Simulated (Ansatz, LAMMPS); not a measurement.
## Relaxing glassy 75SiO2-10Al2O3-5Li2O-5CaO-5Cr2O3 (mol %) (130 atoms)

Aim: bring glassy 75SiO2-10Al2O3-5Li2O-5CaO-5Cr2O3 (mol %) (130 atoms) to a nearby minimum of the energy and see what moves.

Program: Ansatz 0.2.0. Level of theory: Kohn-Sham DFT, PBE, PAW (set soft_2), plane waves. Results are calculated unless marked as measured.

### Step 1. The starting structure

The cell holds 130 atoms: 30 Si, 8 Al, 4 Li, 2 Ca, 4 Cr and 82 O. Its edges and angles: a = 11.821 Å, b = 11.821 Å, c = 11.821 Å, α = 90.0°, β = 90.0°, γ = 90.0°. 130 atoms (30 Si, 8 Al, 4 Li, 2 Ca, 4 Cr, 82 O) placed at random at 2.52 g/cm³, melted at 4000 K for 10 ps at fixed volume with the Morse and Coulomb pair potential with partial charges (Pedone, Malavasi, Menziani, Cormack and Segre, J. Phys. Chem. B 110, 11780 (2006)). Quenched from 4000 K to 300 K at 300 K/ps and fixed volume, held 10 ps at zero pressure, then minimised at fixed cell.

Limits known from the start: The quench rate of 300 K/ps far exceeds what a furnace or splat quench reaches, so expect more defects and frozen-in strain than in a real sample. The starting topology of bonds comes from the classical model. Without a Hubbard term or exact exchange, open shells on Cr are likely too delocalised. Only the Γ point is sampled, in a cell whose shortest periodic width is 12 Å.

### Step 2. Cell and atoms relaxed

Cell and atoms are freed together, to release stress as well as forces.

The input, input.yaml:

```yaml
crystal:
  lattice:
    - [11.82127, 0.0, 0.0]
    - [0.0, 11.82127, 0.0]
    - [0.0, 0.0, 11.82127]
  atoms:
    - { symbol: Si, position: [0.12552, 0.19462, 0.04473] }
    - { symbol: Si, position: [0.94443, 0.3024, 0.35048] }
    - { symbol: Si, position: [0.37779, 0.19866, 0.0079] }
    - { symbol: Si, position: [0.66264, 0.93448, 0.0042] }
    [... 120 atom lines left out ...]
    - { symbol: O, position: [0.13824, 0.35225, 0.77482] }
    - { symbol: O, position: [0.09863, 0.61527, 0.07963] }
    - { symbol: O, position: [0.43335, 0.15847, 0.12629] }
    - { symbol: O, position: [0.30744, 0.76822, 0.7474] }
    - { symbol: O, position: [0.0448, 0.88523, 0.79462] }
    - { symbol: O, position: [0.1642, 0.38557, 0.56059] }
magnetization:
  spin_polarized: true
kpoints:
  mp_grid: { grid: [1, 1, 1] }
hamiltonian:
  xc: pbe
scf:
  occupations: { method: fermi_dirac, width: 0.05 }
output:
  forces: true
relax:
  f_tol: 0.05
  max_steps: 43
  cell: {}
```

Command:

```
$ ansatz run input.yaml --threads 4 --pin off --max-ram 8192MiB --backend cpu --events-out ev --progress --plain --runs-dir out
```

Run time: 22 min. Hardware: 4 threads of Arm Neoverse V2, shared host; peak memory 4.3 GiB; 85 min of CPU time.

Step by step (22 of 27):

| step | energy less that of the first step (eV) | largest force component (eV/Å) | pressure (GPa) | volume (Å³) |
| --- | --- | --- | --- | --- |
| 1 | 0.0000 | 3.3123 | 6.76 | 1651.93 |
| 2 | -3.4429 | 1.5822 | 3.65 | 1676.13 |
| 3 | -5.6410 | 0.7407 | -0.37 | 1709.59 |
| 5 | -6.1876 | 0.2656 | -0.21 | 1703.32 |
| 6 | -6.3025 | 0.4206 | -0.03 | 1704.57 |
| 7 | -6.3956 | 0.1700 | 0.10 | 1702.63 |
| 8 | -6.4269 | 0.1301 | 0.03 | 1704.36 |
| 10 | -6.4742 | 0.1217 | -0.03 | 1707.89 |
| 11 | -6.4909 | 0.1327 | -0.01 | 1709.03 |
| 12 | -6.5070 | 0.1067 | 0.00 | 1709.47 |
| 13 | -6.5232 | 0.1353 | 0.04 | 1710.01 |
| 15 | -6.5238 | 0.3306 | -0.01 | 1712.39 |
| 16 | -6.5456 | 0.1042 | 0.05 | 1711.14 |
| 17 | -6.5450 | 0.1175 | -0.05 | 1713.08 |
| 18 | -6.5391 | 0.1129 | -0.01 | 1713.24 |
| 20 | -6.8470 | 0.0210 | 0.32 | 1712.85 |
| 21 | -6.8236 | 0.0635 | -0.16 | 1723.83 |
| 22 | -6.8335 | 0.0439 | -0.04 | 1722.53 |
| 23 | -6.8356 | 0.0319 | 0.03 | 1722.53 |
| 25 | -6.8754 | 0.0289 | 0.05 | 1724.49 |
| 26 | -6.8710 | 0.0191 | 0.02 | 1726.13 |
| 27 | -6.8838 | 0.0191 | 0.02 | 1726.13 |

Relaxation steps 15, 18 were tried and not accepted.

| cell as run | before | after | change |
| --- | --- | --- | --- |
| a (Å) | 11.821 | 11.941 | +1.0 % |
| b (Å) | 11.821 | 11.884 | +0.5 % |
| c (Å) | 11.821 | 12.181 | +3.0 % |
| α (°) | 90.00 | 89.52 | -0.5 % |
| β (°) | 90.00 | 87.00 | -3.3 % |
| γ (°) | 90.00 | 89.84 | -0.2 % |
| volume (Å³/atom) | 12.71 | 13.28 | +4.5 % |

The atoms that moved most (Å, as changes of fractional coordinates times the final cell):

| atom | dx | dy | dz | length |
| --- | --- | --- | --- | --- |
| Ca44 | -0.084 | -0.505 | 0.604 | 0.792 |
| Li42 | -0.250 | 0.575 | -0.155 | 0.646 |
| Ca43 | -0.357 | -0.298 | -0.319 | 0.564 |
| O78 | -0.352 | 0.387 | -0.158 | 0.547 |
| O95 | -0.275 | 0.343 | -0.262 | 0.512 |
| Li41 | -0.061 | -0.438 | 0.232 | 0.500 |
| O120 | -0.319 | -0.359 | -0.100 | 0.491 |
| O53 | -0.341 | -0.196 | -0.139 | 0.417 |

The relaxation changed the energy by -53.0 meV/atom, and atoms moved by 0.25 Å r.m.s., 0.79 Å at most.

### Step 3. Local order after relaxation

Density 2.58 g/cm³, 13.28 Å³ an atom.

Pair distribution functions g(r), in bins of 0.2 Å:

| r (Å) | total | O-O | O-Si | O-Al | O-Cr | O-Li | O-Ca |
| --- | --- | --- | --- | --- | --- | --- | --- |
| 1.50 | 0.49 | 0.00 | 1.69 | 0.00 | 0.00 | 0.00 | 0.00 |
| 1.70 | 3.71 | 0.00 | 10.83 | 7.15 | 0.00 | 0.00 | 0.00 |
| 1.90 | 0.63 | 0.00 | 0.00 | 3.25 | 6.20 | 3.46 | 0.00 |
| 2.10 | 0.28 | 0.00 | 0.00 | 0.26 | 3.88 | 2.39 | 0.89 |
| 2.30 | 0.17 | 0.00 | 0.00 | 0.00 | 1.13 | 1.23 | 3.82 |
| 2.50 | 0.45 | 1.10 | 0.00 | 0.00 | 0.00 | 0.00 | 0.63 |
| 2.70 | 1.98 | 4.62 | 0.00 | 0.28 | 0.28 | 0.57 | 0.58 |
| 2.90 | 0.94 | 1.48 | 0.10 | 0.87 | 0.00 | 0.49 | 0.49 |
| 3.10 | 1.00 | 0.85 | 0.41 | 0.54 | 0.00 | 0.66 | 0.44 |
| 3.30 | 0.79 | 0.79 | 0.63 | 0.59 | 0.19 | 0.59 | 0.39 |
| 3.50 | 0.92 | 0.49 | 1.41 | 1.01 | 1.37 | 1.01 | 0.33 |
| 3.70 | 0.88 | 0.61 | 1.23 | 1.29 | 1.07 | 1.21 | 1.85 |
| 3.90 | 1.00 | 0.67 | 1.58 | 1.25 | 1.49 | 1.09 | 1.66 |
| 4.10 | 1.25 | 0.64 | 2.15 | 1.56 | 2.00 | 1.13 | 1.76 |
| 4.30 | 1.12 | 0.79 | 1.45 | 1.46 | 1.25 | 1.15 | 0.92 |
| 4.50 | 0.98 | 0.99 | 0.72 | 1.25 | 1.24 | 1.86 | 0.41 |
| 4.70 | 1.03 | 1.27 | 0.67 | 0.76 | 1.52 | 1.61 | 0.96 |
| 4.90 | 0.98 | 1.23 | 0.68 | 0.66 | 0.71 | 0.61 | 1.40 |
| 5.10 | 1.00 | 1.40 | 0.67 | 0.64 | 0.73 | 0.41 | 0.96 |
| 5.30 | 1.06 | 1.34 | 0.83 | 0.81 | 0.67 | 0.82 | 0.76 |
| 5.50 | 0.98 | 1.04 | 0.97 | 0.62 | 0.69 | 0.69 | 0.41 |
| 5.70 | 0.94 | 0.85 | 1.07 | 0.87 | 0.91 | 0.84 | 1.42 |

Bonds by pair of elements; cutoffs follow the first minimum of g(r), held within bounds set by covalent radii, and pairs that aren't listed don't count as bonded:

| pair A-B | cutoff (Å) | bonds | mean length (Å) | spread (Å) | shortest (Å) | B about A | A about B |
| --- | --- | --- | --- | --- | --- | --- | --- |
| O-Si | 2.08 | 120 | 1.64 | 0.033 | 1.57 | 1.46 | 4 |
| O-Al | 2.38 | 33 | 1.80 | 0.079 | 1.71 | 0.402 | 4.12 |
| O-Cr | 2.4 | 22 | 2.04 | 0.154 | 1.83 | 0.268 | 5.5 |
| O-Li | 2.52 | 14 | 2.05 | 0.148 | 1.80 | 0.171 | 3.5 |
| O-Ca | 2.83 | 8 | 2.39 | 0.149 | 2.18 | 0.098 | 4 |

How many atoms have how many bonded neighbours:

| element | mean | 2 | 3 | 4 | 5 | 6 |
| --- | --- | --- | --- | --- | --- | --- |
| Al | 4.12 | 0 | 0 | 7 | 1 | 0 |
| Ca | 4 | 0 | 0 | 2 | 0 | 0 |
| Cr | 5.5 | 0 | 0 | 0 | 2 | 2 |
| Li | 3.5 | 0 | 2 | 2 | 0 | 0 |
| O | 2.40 | 50 | 31 | 1 | 0 | 0 |
| Si | 4 | 0 | 0 | 30 | 0 | 0 |

Bond angles (no mean is given where the spread exceeds 20°):

| angle | count | mean (°) | spread (°) |
| --- | --- | --- | --- |
| O-Si-O | 180 | 109 | 5.5 |
| O-Al-O | 52 | 109 | 14.8 |
| O-Cr-O | 50 | - | - |
| Si-O-Si | 43 | 142 | 14.8 |
| Al-O-Si | 28 | 126 | 19.5 |

Oxygen atoms by the number of network formers (Si, P, Ge, B, Al, As, Ga) bound to them:

| network formers bound to O | O atoms | per cent |
| --- | --- | --- |
| 0 | 1 | 1.2 |
| 1 | 12 | 14.6 |
| 2 | 66 | 80.5 |
| 3 | 3 | 3.7 |

Network units: each former by its oxygen neighbours and how many of them bridge to another former:

| former | O neighbours | bridging O | atoms |
| --- | --- | --- | --- |
| Si | 4 | 3 | 11 |
| Si | 4 | 4 | 19 |
| Al | 4 | 3 | 1 |
| Al | 4 | 4 | 6 |
| Al | 5 | 5 | 1 |

Bond length by coordination (bonds to H left out):

| element | coordination | atoms | mean bond length (Å) |
| --- | --- | --- | --- |
| Al | 4 | 7 | 1.79 |
| Al | 5 | 1 | 1.89 |
| Cr | 5 | 2 | 2.01 |
| Cr | 6 | 2 | 2.07 |
| Li | 3 | 2 | 2.01 |
| Li | 4 | 2 | 2.08 |
| O | 2 | 50 | 1.66 |
| O | 3 | 31 | 1.88 |
| O | 4 | 1 | 2.00 |

Rings of the network by King's shortest-path rule, up to 12 atoms, one path for each pair of neighbours; H, halogens, alkali and alkaline-earth atoms are left out, and the last column divides by all other atoms, bonded or not:

| ring size (atoms) | rings | per network atom |
| --- | --- | --- |
| 4 | 6 | 0.048 |
| 6 | 10 | 0.081 |
| 8 | 28 | 0.226 |
| 10 | 28 | 0.226 |
| 12 | 33 | 0.266 |

For some of the pairs, g(r) has its first main peak near 2.7 Å (O-O), 1.6 Å (O-Si), 1.8 Å (O-Al), 2.0 Å (O-Cr), 1.9 Å (O-Li) and 2.3 Å (O-Ca). With the cutoffs above, 88 % of Al atoms have 4, all Ca atoms have 4, 50 % of Cr atoms have 5 and as many 6 and 50 % of Li atoms have 3 and as many 4 bonded neighbours. The O-Si-O angle averages 109° with a spread of 6°. Counting bonds to Si and Al alone, not to Cr, 80 % of the oxygens join two of these atoms and 15 % one; 4 % join three; 1 % join none. The commonest Si unit has 4 oxygens, 4 of them shared with other formers (19 of 30 atoms). Rings of 12 atoms are the most common (31 % of those counted); sizes run from 4 to 12, where the search stops.

### Step 4. Single point at the relaxed geometry

The electronic structure is read at the final geometry, in a run of its own.

The input, input.yaml:

```yaml
crystal:
  lattice:
    - [11.93642, 0.01622, 0.31585]
    - [0.01622, 11.88385, 0.05042]
    - [0.31585, 0.05042, 12.17728]
  atoms:
    - { symbol: Si, position: [0.12761, 0.20211, 0.05214] }
    - { symbol: Si, position: [0.92049, 0.29243, 0.33677] }
    - { symbol: Si, position: [0.38524, 0.21101, 0.02894] }
    - { symbol: Si, position: [0.66503, 0.92212, 0.00824] }
    [... 120 atom lines left out ...]
    - { symbol: O, position: [0.14343, 0.3533, 0.77843] }
    - { symbol: O, position: [0.08459, 0.60683, 0.06848] }
    - { symbol: O, position: [0.42855, 0.16155, 0.14668] }
    - { symbol: O, position: [0.30176, 0.77666, 0.74868] }
    - { symbol: O, position: [0.04532, 0.89246, 0.78661] }
    - { symbol: O, position: [0.17005, 0.39523, 0.56322] }
magnetization:
  spin_polarized: true
kpoints:
  mp_grid: { grid: [1, 1, 1] }
hamiltonian:
  xc: pbe
scf:
  occupations: { method: fermi_dirac, width: 0.05 }
output:
  forces: true
  stress: true
  populations: true
  dos:
    method: { smearing: { sigma: 0.08 } }
    de: 0.1
    projected: { site_lists: { Al: [Al], Ca: [Ca], Cr: [Cr], Li: [Li], O: [O] } }
  eigenvalues: true
  write_density: true
  write_potential: true
  volumetric_format: npy
  elf: true
```

Wall time 2.3 min (4 threads); peak memory 4.4 GiB; 8.9 min of CPU time.

The program notes that the stability of the SCF solution was not settled and the exchange-correlation potential is rough where the density is thin.

The run gave:

* free energy: -88003.3426 eV
* free energy per atom: -676.9488 eV/atom
* SCF cycles: 23
* pressure: 0.01949 GPa
* r.m.s. force component: 0.00576 eV/Å
* longest force: 0.02434 eV/Å
* Fermi energy: 5.372 eV
* gap (highest filled to lowest empty level): 0.9298 eV
* total moment: 12 μB
* absolute moment: 12.72 μB
* spilling of the projection: 0.01181

Löwdin charges by element and coordination (they lack the spilled electrons, 0.066 e an atom on average):

| element | coordination | atoms | mean charge (e) | spread | least | most |
| --- | --- | --- | --- | --- | --- | --- |
| Al | all | 8 | 1.32 | 0.0485 | 1.22 | 1.37 |
| Al | 4 | 7 | 1.33 | 0.0508 | 1.22 | 1.37 |
| Al | 5 | 1 | 1.30 | 0 | 1.30 | 1.30 |
| Ca | all | 2 | 1.83 | 0.0073 | 1.82 | 1.84 |
| Cr | all | 4 | 1.34 | 0.0256 | 1.30 | 1.36 |
| Cr | 5 | 2 | 1.33 | 0.0328 | 1.30 | 1.36 |
| Cr | 6 | 2 | 1.34 | 0.0131 | 1.33 | 1.35 |
| Li | all | 4 | 0.818 | 0.0075 | 0.81 | 0.827 |
| Li | 3 | 2 | 0.818 | 0.0084 | 0.81 | 0.827 |
| Li | 4 | 2 | 0.817 | 0.0066 | 0.811 | 0.824 |
| O | all | 82 | -0.810 | 0.0552 | -1.09 | -0.707 |
| O | 2 | 50 | -0.792 | 0.026 | -0.846 | -0.730 |
| O | 3 | 31 | -0.839 | 0.0746 | -1.09 | -0.707 |
| O | 4 | 1 | -0.782 | 0 | -0.782 | -0.782 |
| Si | all | 30 | 1.74 | 0.0263 | 1.68 | 1.78 |

Magnetic moments by element and coordination:

| element | coordination | atoms | mean moment (μB) | spread | least | most |
| --- | --- | --- | --- | --- | --- | --- |
| Al | all | 8 | 3.0e-4 | 3.0e-4 | 0 | 9.0e-4 |
| Al | 4 | 7 | 3.0e-4 | 3.0e-4 | 0 | 9.0e-4 |
| Al | 5 | 1 | 4.0e-4 | 0 | 4.0e-4 | 4.0e-4 |
| Ca | all | 2 | 8.0e-4 | 7.0e-4 | 1.0e-4 | 0.0015 |
| Cr | all | 4 | 2.30 | 0.0511 | 2.24 | 2.37 |
| Cr | 5 | 2 | 2.29 | 0.0291 | 2.26 | 2.32 |
| Cr | 6 | 2 | 2.31 | 0.0649 | 2.24 | 2.37 |
| Li | all | 4 | 2.0e-4 | 1.0e-4 | 0 | 4.0e-4 |
| Li | 3 | 2 | 0 | 0 | 0 | 1.0e-4 |
| Li | 4 | 2 | 3.0e-4 | 0 | 3.0e-4 | 4.0e-4 |
| O | all | 82 | 0.0019 | 0.008 | -0.0357 | 0.0402 |
| O | 2 | 50 | 0.0027 | 0.0077 | -0.0019 | 0.0402 |
| O | 3 | 31 | 0.001 | 0.0082 | -0.0357 | 0.0166 |
| O | 4 | 1 | -0.0094 | 0 | -0.0094 | -0.0094 |
| Si | all | 30 | 7.0e-4 | 9.0e-4 | 0 | 0.003 |

Density of states as counts of states in windows of 1 eV (from the Fermi level), total and the larger projections:

| from (eV) | to (eV) | total up | total down | O p | Cr d |
| --- | --- | --- | --- | --- | --- |
| -18 | -17 | 0.3 | 0.3 | 0.0 | 0.0 |
| -17 | -16 | 1.0 | 1.0 | 0.0 | 0.0 |
| -16 | -12 | 0.0 | 0.0 | 0.0 | 0.0 |
| -12 | -11 | 5.7 | 5.7 | 7.6 | 0.0 |
| -11 | -10 | 8.7 | 8.7 | 11.7 | 0.0 |
| -10 | -9 | 10.6 | 10.6 | 15.0 | 0.1 |
| -9 | -8 | 16.3 | 15.9 | 24.3 | 0.2 |
| -8 | -7 | 21.9 | 21.4 | 33.2 | 0.6 |
| -7 | -6 | 30.5 | 30.0 | 48.1 | 1.4 |
| -6 | -5 | 39.5 | 39.0 | 67.9 | 1.9 |
| -5 | -4 | 46.2 | 45.7 | 83.5 | 1.9 |
| -4 | -3 | 46.7 | 46.5 | 87.2 | 1.7 |
| -3 | -2 | 17.8 | 20.3 | 36.2 | 0.3 |
| -2 | -1 | 9.1 | 2.0 | 5.4 | 5.2 |
| -1 | 0 | 4.9 | 0.0 | 1.2 | 3.4 |
| 0 | 1 | 4.4 | 0.0 | 0.9 | 3.0 |
| 1 | 2 | 4.0 | 10.9 | 1.8 | 11.2 |
| 2 | 3 | 1.6 | 10.4 | 1.2 | 6.6 |
| 3 | 4 | 11.9 | 12.4 | 1.4 | 0.7 |
| 4 | 5 | 12.0 | 11.7 | 2.4 | 0.1 |

The curve was stored every 0.10 eV, coarse against its broadening of 0.08 eV, so these counts are rough.

Between -26 and -18 eV lie 173 more states.

The stored curve holds about 680 of the 724 electrons; the rest, give or take the few that broadening carries across the Fermi level, lie in deeper levels below its range.

Not all projections were asked for or kept, so they needn't add up to the total.

The levels nearest the highest filled one (over half full), pooled over k-points and spins:

| level less the highest filled one (eV) | occupation |
| --- | --- |
| -0.590 | 1 |
| -0.453 | 1 |
| -0.385 | 1 |
| -0.296 | 1 |
| -0.177 | 1 |
| 0 | 1 |
| 0.930 | 0 |
| 1.06 | 0 |
| 1.11 | 0 |
| 1.44 | 0 |
| 1.49 | 0 |
| 1.62 | 0 |

Mean Löwdin charges: Al +1.32, Ca +1.83, Cr +1.34, Li +0.82, O -0.81, Si +1.74 e (they miss 1.2 % of the electrons, so they add up to more than the cell's charge). The cell holds a total moment of 12.0 μB; no search proves this magnetic order the lowest. The largest share in the top eV of filled states is Cr d (61 % of the projected weight), and in the lowest eV of empty states Cr d (74 % of the projected weight).

### Step 5. Results

```json
{
 "energy change in the relaxation": "-52.95 meV/atom",
 "r.m.s. displacement": "0.247 Å",
 "largest displacement": "0.792 Å",
 "free energy per atom": "-676.9488 eV/atom",
 "pressure": "0.01949 GPa",
 "r.m.s. force component": "0.00576 eV/Å",
 "gap (highest filled to lowest empty level)": "0.9298 eV",
 "wall time of the 2 DFT runs": "24 min"
}
```

Relaxation lowers the energy by 53.0 meV/atom and moves atoms by 0.25 Å r.m.s. Displacements are taken in the final cell, so they leave out its strain. By the final cutoffs 4 of 197 bonded pairs parted and 4 joined. The cell grew by 4.5 % in volume. First to last step the energy falls by 6.884 eV; the largest move, 0.79 Å, is that of Ca44. With the cutoffs above, 88 % of Al atoms have 4, all Ca atoms have 4, 50 % of Cr atoms have 5 and as many 6 and 50 % of Li atoms have 3 and as many 4 bonded neighbours. Counting bonds to Si and Al alone, not to Cr, 80 % of the oxygens join two of these atoms and 15 % one; 4 % join three; 1 % join none. The highest filled and lowest empty levels differ by 0.930 eV (at Γ alone); a semilocal functional tends to put such gaps too low. In a disordered cell it changes from sample to sample, and tail or defect levels can set it. The cell holds a total moment of 12.0 μB; no search proves this magnetic order the lowest.

**Limits.** The starting topology of bonds comes from the classical model; in DFT 4 of its 197 bonded pairs passed out of the cutoffs and 4 came within them. The run was spin polarised, started with 4 parallel moments, ending at 12.0 μB in the cell; that starting order needn't be the real material's, and it bears on forces, charges and levels. With open d shells in the cell, the gap can be one between d levels of these ions, not the gap of the host.

[Logs are printed without paths, hosts, clocks, repeated set-up lines and the standing remarks that a program may print on its own settings, such as how far it seeks lower states.]

[Hosts, paths, dates, database ids (printed as entryN), source tags and the programs' standing remarks are cut or masked in the printed files.]
